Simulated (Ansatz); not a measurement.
# Is Hf3AuC antiperovskite a stable metal?

Question: is the lattice of Hf3AuC antiperovskite stable, and if so, what are its coupling constant and resistivity?

Method: DFT PBEsol, scalar-relativistic, plane waves, PAW, in Ansatz 0.2.0.

Report form: the programs' logs are mostly left out.

The structure was built from a prototype and need not be the compound's stable phase.

**1. The starting structure**

It takes space group Pm-3m (No. 221, cubic). The conventional cell has a = 4.453 Å, b = 4.453 Å, c = 4.453 Å, α = 90.00°, β = 90.00°, γ = 90.00°. Nearest to Au lie 12 Hf at 3.15 Å. Nearest to Hf lie 2 C at 2.23 Å and 8 Hf at 3.15 Å and 4 Au at 3.15 Å. Nearest to C lie 6 Hf at 2.23 Å. Farther neighbours are not listed.

**2. Relaxation**

Lattice constant and positions set the bands and the force constants, so the cell is relaxed first.

The input, input.yaml:

```yaml
crystal:
  lattice:
    - [4.45335, 0.0, 0.0]
    - [0.0, 4.45335, 0.0]
    - [0.0, 0.0, 4.45335]
  atoms:
    - { symbol: Au, position: [0.0, 0.0, 0.0] }
    - { symbol: Hf, position: [0.5, 0.5, 0.0] }
    - { symbol: Hf, position: [0.5, 0.0, 0.5] }
    - { symbol: Hf, position: [0.0, 0.5, 0.5] }
    - { symbol: C, position: [0.5, 0.5, 0.5] }
kpoints:
  mp_grid: { grid: [6, 6, 6] }
hamiltonian:
  xc: pbesol
scf:
  occupations: { method: gaussian, width: 0.1 }
output:
  forces: true
  stress: true
  eigenvalues: true
relax:
  adjacent_minimum: "off"
  f_tol: 0.005
  max_steps: 80
  cell: { stress_tol: 0.05 }
```

On the command line:

```sh
> ansatz run input.yaml --threads 4 --pin off --max-ram 16384MiB --backend cpu --events-out ev --progress --plain --runs-dir out
```

Elapsed: 11 s, on 4 threads of Arm Neoverse V1, shared host; peak memory 0.51 GiB; 38 s of CPU time.

Relaxation path:

| step | energy less that of the first step (eV) | largest force component (eV/Å) | pressure (GPa) | volume (Å³) |
| --- | --- | --- | --- | --- |
| 1 | 0.0000 | 0.0000 | -4.68 | 88.32 |
| 2 | 0.0138 | 0.0000 | 6.35 | 83.01 |
| 3 | -0.0385 | 0.0000 | -0.26 | 85.99 |
| 4 | -0.0387 | 0.0000 | 0.01 | 85.85 |
| 5* | -0.0371 | 0.0000 | 0.00 | 85.85 |

Relaxation steps marked * repeat the geometry before them on a plane-wave basis chosen anew for their cell, so energy and pressure can jump there. Relaxation step 2 was tried and not accepted.

The run keeps the 48 symmetry operations that it works with, so distortions that break them were not tested.

| conventional cell, symmetrised | before | after | change |
| --- | --- | --- | --- |
| a (Å) | 4.453 | 4.411 | -0.9 % |
| b (Å) | 4.453 | 4.411 | -0.9 % |
| c (Å) | 4.453 | 4.411 | -0.9 % |
| volume (Å³/atom) | 17.66 | 17.17 | -2.8 % |

Numbers from this step:

```yaml
pressure: -0.001326 GPa
volume_per_atom: 17.17 Å³
metallic_on_mesh: yes
gap_on_the_k_mesh: 0 eV
```

The largest force is now zero by symmetry and the largest stress component 0.0013 GPa, small enough for phonons.

**3. Lattice stability: q 2×2×2, k 4×4×4**

Before any scattering is computed, the phonons show whether the structure is a minimum.

The input, input.yaml:

```yaml
crystal:
  lattice:
    - [4.4114492889, 0.0, 0.0]
    - [0.0, 4.4114492889, 0.0]
    - [0.0, 0.0, 4.4114492889]
  atoms:
    - { symbol: Au, position: [0.0, 0.0, 0.0] }
    - { symbol: Hf, position: [0.5, 0.5, 0.0] }
    - { symbol: Hf, position: [0.5, 0.0, 0.5] }
    - { symbol: Hf, position: [0.0, 0.5, 0.5] }
    - { symbol: C, position: [0.5, 0.5, 0.5] }
kpoints:
  mp_grid: { grid: [4, 4, 4] }
hamiltonian:
  xc: pbesol
scf:
  occupations: { method: methfessel_paxton, width: 0.2 }
output:
  eigenvalues: true
phonons:
  method: dfpt
  qmesh: [2, 2, 2]
  temperatures: { t_max: 1000, t_step: 50 }
  qpath:
    path:
      - [[0.0, 0.0, 0.0], [0.0, 0.5, 0.0], [0.5, 0.5, 0.0], [0.0, 0.0, 0.0], [0.5, 0.5, 0.5], [0.0, 0.5, 0.0]]
      - [[0.5, 0.5, 0.5], [0.5, 0.5, 0.0]]
    npoints: 10
```

Wall time 2.3 min (4 threads); peak memory 0.86 GiB.

Numbers from this step:

```
share of imaginary modes in the plain interpolation between solved wavevectors : 0.0335
highest frequency, solved or plainly interpolated                              : 649.6 cm⁻¹
```

Solved on the 2×2×2 mesh alone; all other wavevectors are interpolated. Phonon branches along the path, in cm⁻¹:

| point | branch 1 | branch 2 | branch 3 | branch 4 | branch 12 | branch 13 | branch 14 | branch 15 |
| --- | --- | --- | --- | --- | --- | --- | --- | --- |
| Γ | 0 | 0 | 0 | 69 | 169 | 650 | 650 | 650 |
| halfway | 43 | 43 | 69 | 72 | 171 | 626 | 626 | 633 |
| X | 48 | 60 | 60 | 82 | 183 | 602 | 602 | 616 |
| halfway | -4 | 64 | 69 | 79 | 200 | 605 | 624 | 631 |
| M | -48 | 69 | 77 | 77 | 218 | 608 | 646 | 646 |
| halfway | 50 | 56 | 70 | 72 | 184 | 616 | 628 | 628 |
| Γ | 0 | 0 | 0 | 69 | 169 | 650 | 650 | 650 |
| halfway | 55 | 56 | 56 | 72 | 192 | 625 | 625 | 625 |
| R | -52 | -52 | -52 | 76 | 227 | 632 | 632 | 632 |
| halfway | -12 | 40 | 60 | 71 | 207 | 622 | 622 | 635 |
| X | 48 | 60 | 60 | 82 | 183 | 602 | 602 | 616 |
| jump to R | -52 | -52 | -52 | 76 | 227 | 632 | 632 | 632 |
| halfway | -50 | 34 | 34 | 73 | 220 | 620 | 639 | 639 |
| M | -48 | 69 | 77 | 77 | 218 | 608 | 646 | 646 |

Lowest modes at the softest wavevector of the mesh. The modes at q = (0.500, 0.500, 0.500) (shares of kinetic energy by element, %) (negative means imaginary):

| mode | frequency (cm⁻¹) | Au % | Hf % | C % |
| --- | --- | --- | --- | --- |
| 1 | -52.5 | 0 | 100 | 0 |
| 2 | -52.5 | 0 | 100 | 0 |
| 3 | -52.5 | 0 | 100 | 0 |
| 4 | 76.2 | 97 | 3 | 0 |
| 5 | 76.2 | 97 | 3 | 0 |
| 6 | 76.2 | 97 | 3 | 0 |

Displacements in mode 3 (-52.5 cm⁻¹), the largest set to 1, in the home cell (x, y, z of the real part, then of the imaginary part):
```
Au1  0.00  0.00  0.00  0.00  0.00  0.00
Hf2 -0.18  1.00  0.00  0.06  0.06  0.00
Hf3 -0.29  0.00 -1.00  0.17  0.00 -0.06
Hf4  0.00  0.29  0.18  0.00 -0.17 -0.06
C5   0.00  0.00  0.00  0.00  0.00  0.00
```

Displacements in mode 4 (76.2 cm⁻¹), the largest set to 1, in the home cell:
```
Au1  0.02 -0.22  1.00
Hf2 -0.03  0.00  0.00
Hf3  0.13  0.00  0.00
Hf4  0.00  0.13 -0.03
C5   0.00  0.00  0.00
```

Among the solved wavevectors the lowest mode, translations apart, is -52.5 cm⁻¹, imaginary.

**4. Phonons by linear response: q 2×2×2, k 6×6×6**

An imaginary mode on so few k-points may come from the sampling, so the phonons are repeated with another k mesh.

input.yaml, as its differences from that of step 3:

```diff
@@ -12,3 +12,3 @@
 kpoints:
-  mp_grid: { grid: [4, 4, 4] }
+  mp_grid: { grid: [6, 6, 6] }
 hamiltonian:
```

The mesh is denser.

It took 4.6 min on 4 threads; peak memory 1.3 GiB; 18 min of CPU time.

This step gave:

- share of imaginary modes in the plain interpolation between solved wavevectors: 0.0197
- highest frequency, solved or plainly interpolated: 654.8 cm⁻¹

Solved on the 2×2×2 mesh alone; all other wavevectors are interpolated. Phonon branches along the path, in cm⁻¹:

| point | branch 1 | branch 2 | branch 3 | branch 4 | branch 12 | branch 13 | branch 14 | branch 15 |
| --- | --- | --- | --- | --- | --- | --- | --- | --- |
| Γ | 0 | 0 | 0 | 74 | 171 | 650 | 650 | 650 |
| halfway | 44 | 44 | 71 | 77 | 176 | 632 | 632 | 652 |
| X | 64 | 64 | 78 | 83 | 187 | 612 | 612 | 655 |
| halfway | 34 | 67 | 73 | 81 | 202 | 610 | 628 | 650 |
| M | -41 | 70 | 79 | 79 | 219 | 607 | 645 | 645 |
| halfway | 54 | 58 | 74 | 74 | 187 | 621 | 641 | 641 |
| Γ | 0 | 0 | 0 | 74 | 171 | 650 | 650 | 650 |
| halfway | 57 | 57 | 62 | 75 | 195 | 632 | 632 | 633 |
| R | -45 | -45 | -45 | 80 | 232 | 635 | 635 | 635 |
| halfway | 29 | 44 | 63 | 75 | 210 | 624 | 625 | 645 |
| X | 64 | 64 | 78 | 83 | 187 | 612 | 612 | 655 |
| jump to R | -45 | -45 | -45 | 80 | 232 | 635 | 635 | 635 |
| halfway | -43 | 39 | 39 | 76 | 223 | 620 | 640 | 640 |
| M | -41 | 70 | 79 | 79 | 219 | 607 | 645 | 645 |

Lowest modes at the softest wavevector of the mesh. Modes at q = (0.500, 0.500, 0.500), with each element's share of the kinetic energy (negative means imaginary):

| mode | frequency (cm⁻¹) | Au % | Hf % | C % |
| --- | --- | --- | --- | --- |
| 1 | -45.1 | 0 | 100 | 0 |
| 2 | -45.1 | 0 | 100 | 0 |
| 3 | -45.1 | 0 | 100 | 0 |
| 4 | 80.5 | 100 | 0 | 0 |
| 5 | 80.5 | 100 | 0 | 0 |
| 6 | 80.5 | 100 | 0 | 0 |

Displacements in mode 2 (-45.1 cm⁻¹), the largest set to 1, in the home cell (x, y, z of the real part, then of the imaginary part):
```
Au1  0.00  0.00  0.00  0.00  0.00  0.00
Hf2 -0.44  1.00  0.00  0.02  0.03  0.00
Hf3  0.11  0.00 -1.00 -0.16  0.00 -0.03
Hf4  0.00 -0.11  0.44  0.00  0.16 -0.02
C5   0.00  0.00  0.00  0.00  0.00  0.00
```

Displacements in mode 4 (80.5 cm⁻¹), the largest set to 1, in the home cell:
```
Au1 -0.01 -0.11  1.00
Hf2  0.00  0.00  0.00
Hf3  0.04  0.00  0.00
Hf4  0.00  0.04  0.00
C5   0.00  0.00  0.00
```

The modes has structure finer than the step of the table below, so its rows give means over 25 cm⁻¹, whole bins alone (the curve runs from -53.4 to 684 cm⁻¹). Peaks (cm⁻¹: height): Au 76.6: 0.143; C 638.0: 0.0819; Hf -34.8: 0.0124, 81.2: 0.0659, 109.0: 0.0804, 164.7: 0.0788.

Phonopy on the run's constants, 13x13x13 mesh, Gaussian sigma 5.3 cm⁻¹. Table of modes by wavenumber; means over each step; values in 1/cm⁻¹/cell:

| wavenumber (cm⁻¹) | Au | C | Hf |
| --- | --- | --- | --- |
| -25 | 8.7e-6 | 0 | 0.00808 |
| 0 | 5.1e-5 | 1.3e-6 | 0.00304 |
| 25 | 0.00102 | 3.8e-5 | 0.0122 |
| 50 | 0.0143 | 1.3e-4 | 0.0321 |
| 75 | 0.0955 | 1.7e-4 | 0.0516 |
| 100 | 0.00860 | 1.2e-4 | 0.0658 |
| 125 | 3.7e-4 | 6.0e-5 | 0.0574 |
| 150 | 4.1e-5 | 0.00135 | 0.0473 |
| 175 | 4.4e-5 | 8.1e-4 | 0.0463 |
| 200 | 0 | 2.4e-4 | 0.0209 |
| 225 | 0 | 5.4e-5 | 0.00897 |
| 250 | 0 | 0 | 7.0e-5 |
| 275 | 0 | 0 | 0 |
| 300 | 0 | 0 | 0 |
| 325 | 0 | 0 | 0 |
| 350 | 0 | 0 | 0 |
| 375 | 0 | 0 | 0 |
| 400 | 0 | 0 | 0 |
| 425 | 0 | 0 | 0 |
| 450 | 0 | 0 | 0 |
| 475 | 0 | 0 | 0 |
| 500 | 0 | 0 | 0 |
| 525 | 0 | 0 | 0 |
| 550 | 0 | 0 | 0 |
| 575 | 0 | 4.8e-7 | 0 |
| 600 | 0 | 0.00960 | 4.9e-4 |
| 625 | 4.4e-6 | 0.0601 | 0.00186 |
| 650 | 4.8e-6 | 0.0470 | 6.1e-4 |

No LO-TO term; unit eigenvectors of the mass-weighted matrix. Modes at Γ, with each element's share of the kinetic energy:

| mode | frequency (cm⁻¹) | symmetry | Au % | Hf % | C % |
| --- | --- | --- | --- | --- | --- |
| 1 | 0.0 | T1u | 26 | 72 | 2 |
| 2 | 0.0 | T1u | 26 | 72 | 2 |
| 3 | 0.0 | T1u | 26 | 72 | 2 |
| 4 | 74.4 | T1u | 73 | 27 | 0 |
| 5 | 74.4 | T1u | 73 | 27 | 0 |
| 6 | 74.4 | T1u | 73 | 27 | 0 |
| 7 | 107.6 | T2u | 0 | 100 | 0 |
| 8 | 107.6 | T2u | 0 | 100 | 0 |
| 9 | 107.6 | T2u | 0 | 100 | 0 |
| 10 | 170.6 | T1u | 1 | 97 | 3 |
| 11 | 170.6 | T1u | 1 | 97 | 3 |
| 12 | 170.6 | T1u | 1 | 97 | 3 |
| 13 | 650.4 | T1u | 0 | 4 | 96 |
| 14 | 650.4 | T1u | 0 | 4 | 96 |
| 15 | 650.4 | T1u | 0 | 4 | 96 |

Displacements in mode 4 (74.4 cm⁻¹), the largest set to 1:
```
Au1 -0.17  0.03  1.00
Hf2  0.07 -0.01 -0.28
Hf3  0.07 -0.01 -0.40
Hf4  0.05 -0.01 -0.40
C5   0.03 -0.01 -0.19
```

Displacements in mode 11 (170.6 cm⁻¹), the largest set to 1:
```
Au1  0.00 -0.05 -0.08
Hf2  0.00 -0.29  1.00
Hf3  0.00  0.60 -0.48
Hf4  0.00 -0.29 -0.48
C5   0.00  0.47  0.77
```

Among the solved wavevectors the lowest mode, translations apart, is -45.1 cm⁻¹, imaginary.

**5. Summary of results**

| Item | Value |
| --- | --- |
| phonon run of the rows without a label of their own | PBEsol, q 2×2×2, k 6×6×6 |
| softest mode on the q mesh | -45.1 cm⁻¹ at q = (0.5, 0.5, 0.5) |
| highest frequency, solved or plainly interpolated | 655 cm⁻¹ |

**Reading.** The lattice is dynamically unstable at this level: a mode at q = (0.5, 0.5, 0.5) is imaginary, 45.1i cm⁻¹, so no harmonic coupling constant or resistivity is defined for this structure. These meshes are coarse, and single modes of a metal can move by tens of cm⁻¹ with the k mesh. Spin–orbit coupling, left out here, matters for Au and Hf. The phonon runs are not spin-polarised. The structure was built by hand as an ordered model, and its stability against other phases was not tested.

[Logs are printed without paths, hosts, clocks, repeated set-up lines and the standing remarks that a program may print on its own settings, such as how far it seeks lower states.]

[Hosts, paths, dates, database ids (printed as entryN), source tags and the programs' standing remarks are cut or masked in the printed files.]
